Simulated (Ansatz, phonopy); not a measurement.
# KI (Fm-3m): thermal expansion from first principles, part 3 of 3

Wanted: α(T), C_P(T) and B(T) of KI in the quasi-harmonic approximation.

Experimental results on record:
- volume expansion coefficient 113.7 1e-6/K near room temperature (given in “Descriptors for thermal expansion in solids”, 2017, arXiv:1701.03966)

Ansatz 0.2.0; DFT PBE, scalar-relativistic, plane waves, PAW (the session's first sound run).

So far. Step 4 (Relaxing to small residual forces and stress): The residual pressure is -8.0e-6 GPa, small enough for phonons. Step 5 (A new level, relaxed again): The residual pressure is -0.0092 GPa, small enough for phonons.

In doubt: the dispersion correction can have small steps in the geometry for these elements (step 6), which bears on fits and elastic values.

### Step 6. Phonons on strained cells (continued)

Level of this step: DFT PBE+D3(BJ), scalar-relativistic, plane waves, PAW (Ansatz).

Quasi-harmonic; a, b, c are the run's own cell vectors. Expansion, by row:

```
T (K)  a (Å)  b (Å)  c (Å)  alpha (deg)  beta (deg)  gamma (deg)  cell volume (Å³/cell)  alpha_a (1e-6/K)  alpha_b (1e-6/K)  alpha_c (1e-6/K)  alpha_V (1e-6/K)  C_P (J/mol-atom/K)  C_V (J/mol-atom/K)  S (J/mol-atom/K)  B_T (GPa)  B_S (GPa)  Grueneisen  extrapolation  fit error (1e-6/K)
    0  4.965  4.965  4.965           60          60           60                  86.55                 0                 0                 0                 0                   0                   0                 0      12.78      12.78           -              0                   0
   25  4.965  4.965  4.965           60          60           60                  86.57              7.72              7.72              7.72             23.17               8.295               8.291             4.367      12.75      12.76       0.929              0                   0
   50  4.967  4.967  4.967           60          60           60                  86.67             21.78             21.78             21.78             65.34               16.73               16.66             13.02      12.63      12.68       1.293              0                0.01
   75  4.971  4.971  4.971           60          60           60                  86.83              29.2              29.2              29.2             87.59               20.68               20.49             20.65      12.46      12.58       1.393              0                0.01
  100  4.974  4.974  4.974           60          60           60                  87.04             33.03             33.03             33.03              99.1               22.57               22.26             26.89      12.28      12.46       1.433              0                0.02
  125  4.979  4.979  4.979           60          60           60                  87.26             35.37             35.37             35.37             106.1               23.62               23.18             32.05       12.1      12.33       1.455              0                0.02
  150  4.983  4.983  4.983           60          60           60                   87.5             37.03             37.03             37.03             111.1               24.28                23.7             36.42      11.91       12.2        1.47              0                0.02
  175  4.988  4.988  4.988           60          60           60                  87.75             38.35             38.35             38.35               115               24.75               24.03              40.2      11.71      12.06       1.482              0                0.03
  200  4.993  4.993  4.993           60          60           60                     88              39.5              39.5              39.5             118.5                25.1               24.24             43.53      11.52      11.92       1.492              0                0.03
  225  4.998  4.998  4.998           60          60           60                  88.27             40.57             40.57             40.57             121.7                25.4               24.39              46.5      11.32      11.78       1.501              0                0.03
  250  5.003  5.003  5.003           60          60           60                  88.54             41.59             41.59             41.59             124.8               25.65                24.5             49.19      11.12      11.64        1.51              0                0.04
  275  5.008  5.008  5.008           60          60           60                  88.82             42.61             42.61             42.61             127.8               25.89               24.58             51.65      10.92       11.5       1.518              0                0.04
298.1  5.013  5.013  5.013           60          60           60                  89.09             43.57             43.57             43.57             130.7                26.1               24.64             53.75      10.73      11.36       1.526              0                0.04
  300  5.014  5.014  5.014           60          60           60                  89.11             43.64             43.64             43.64             130.9               26.12               24.64             53.91      10.71      11.35       1.527              0                0.04
  325  5.019  5.019  5.019           60          60           60                   89.4              44.7              44.7              44.7             134.1               26.34               24.69             56.01       10.5       11.2       1.536              0                0.05
  350  5.025  5.025  5.025           60          60           60                  89.71              45.8              45.8              45.8             137.4               26.56               24.73             57.97      10.29      11.05       1.544              0                0.05
  375  5.031  5.031  5.031           60          60           60                  90.02             46.94             46.94             46.94             140.8               26.79               24.75             59.81      10.08       10.9       1.554              0                0.06
  400  5.037  5.037  5.037           60          60           60                  90.34             48.14             48.14             48.14             144.4               27.02               24.78             61.55       9.86      10.75       1.563              0                0.06
  425  5.043  5.043  5.043           60          60           60                  90.67             49.42             49.42             49.42             148.2               27.26                24.8             63.19       9.63      10.59       1.572              0                0.06
  450  5.049  5.049  5.049           60          60           60                  91.01             50.77             50.77             50.77             152.3               27.51               24.82             64.76       9.41      10.43       1.582              0                0.05
  475  5.056  5.056  5.056           60          60           60                  91.37             52.22             52.22             52.22             156.7               27.77               24.83             66.25       9.17      10.26       1.593              0                0.05
  500  5.062  5.062  5.062           60          60           60                  91.73             53.78             53.78             53.78             161.3               28.06               24.84             67.68       8.94      10.09       1.603              0                0.07
```

The expansion coefficient by temperature; values in 1e-6/K:

```
temperature (K)  volume  principal 1
              0       0            0
             25    23.2         7.72
             50    65.3         21.8
             75    87.6         29.2
            100    99.1         33.0
            125     106         35.4
            150     111         37.0
            175     115         38.4
            200     118         39.5
            225     122         40.6
            250     125         41.6
            275     128         42.6
            298     131         43.6
            300     131         43.6
            325     134         44.7
            350     137         45.8
            375     141         46.9
            400     144         48.1
            425     148         49.4
            450     152         50.8
            475     157         52.2
            500     161         53.8
```

At 298 K the volume expansion is 131 × 10⁻⁶/K and B_T is 10.7 GPa. The program raised the cutoff to 487.2 eV by itself: with no cutoff typed, the study takes about 1.16 times the default for its relaxations and scales it with the volume for the phonons.

### Step 7. Free-energy fit

This step: DFT PBE+D3(BJ), scalar-relativistic, plane waves, PAW (phonopy 4.10.0).

This step gave:

- volume expansion coefficient at 300 K: 131.0 1e-6/K
- isothermal bulk modulus at 300 K: 10.71 GPa
- C_P at 300 K: 26.14 J/mol-atom/K
- Grüneisen parameter at 300 K: 1.527

The energy (each curve on its own zero) by volume; values in meV/atom:

```
volume (Å³/atom)  static  F at 0 K  F at 300 K  F at 500 K
           42.98       0      0.99        4.92        8.12
           43.63     0.4      1.03        3.59        5.67
           44.43    1.89      2.08        2.93        3.62
           45.17    4.17      3.96         3.2        2.57
           45.92    7.28      6.67        4.24        2.27
           46.69    11.2      10.2        6.02        2.66
```

Phonopy-qha, vinet fit of F(V) at each temperature. Qha vinet, by row:

```
T (K)  fitted volume (Å³/atom)  alpha_V (1e-6/K)  B_T (GPa)  C_P (J/mol-atom/K)  Grueneisen
   75                    43.42             85.89      12.46               20.75       1.365
  100                    43.52             98.39      12.28               22.69       1.423
  125                    43.63             105.8      12.09               23.72        1.45
  150                    43.75             110.9      11.91               24.36       1.468
  175                    43.87             114.9      11.71               24.81        1.48
  200                       44             118.4      11.52               25.16       1.491
  225                    44.13             121.7      11.32               25.44       1.501
  250                    44.27             124.8      11.12               25.69        1.51
  275                    44.41             127.8      10.92               25.92       1.518
  300                    44.55               131      10.71               26.14       1.527
  325                     44.7             134.2       10.5               26.36       1.536
  350                    44.85             137.5      10.29               26.58       1.545
  375                    45.01             140.9      10.07                26.8       1.554
  400                    45.17             144.5       9.85               27.03       1.563
  425                    45.34             148.4       9.63               27.27       1.573
  450                    45.51             152.4       9.41               27.52       1.583
  475                    45.68             156.7       9.18               27.79       1.593
```

The volume expansion coefficient by temperature; values in 1e-6/K:

```
temperature (K)  phonopy-qha, Vinet  Ansatz's own study
             75                85.9                87.6
            100                98.4                99.1
            125                 106                 106
            150                 111                 111
            175                 115                 115
            200                 118                 118
            225                 122                 122
            250                 125                 125
            275                 128                 128
            300                 131                 131
            325                 134                 134
            350                 137                 137
            375                 141                 141
            400                 145                 144
            425                 148                 148
            450                 152                 152
            475                 157                 157
```

The fit gives a volume expansion of 131 × 10⁻⁶/K at 300 K, against 131 at 298 K from the study itself, whose static fit uses more cells.

### Step 8. Summary of results

| Quantity | Value |
| --- | --- |
| settings of these figures | PBE+D3(BJ), 487.2 eV, k 8×8×8, q 4×4×4 |
| volume expansion coefficient at 298 K | 130.7 1e-6/K |
| C_P at 298 K | 26.10 J/mol-atom/K |
| entropy at 298 K | 53.75 J/mol-atom/K |
| isothermal bulk modulus at 298 K | 10.73 GPa |
| Grüneisen parameter at 298 K | 1.526 |
| volume at 298 K | 44.54 Å³/atom |
| principal linear expansion coefficients at 298 K | 43.57, 43.57, 43.57 1e-6/K |

**Reading.** Near room temperature KI expands by 131 × 10⁻⁶/K in volume by PBE+D3(BJ), with C_P = 26.1 J/(mol K) per mole of atoms and B_T = 10.7 GPa. C_P at room temperature is 105 % of the classical 3R an atom; C_V is 99 %, and the rest is expansion work. A measured volume expansion coefficient near room temperature is 113.7 1e-6/K (arXiv:1701.03966); the calculated 131 1e-6/K differs by +15 %. The dispersion term is taken with its C6 weights frozen at the crystal at rest, in the force constants and, in the expansion study, in the energies too.

[Logs are printed without paths, hosts, clocks, repeated set-up lines and the standing remarks that a program may print on its own settings, such as how far it seeks lower states.]

[Hosts, paths, dates, database ids (printed as entryN), source tags and the programs' standing remarks are cut or masked in the printed files.]

[A step with changed settings may run another functional than the one named; its input shows which.]
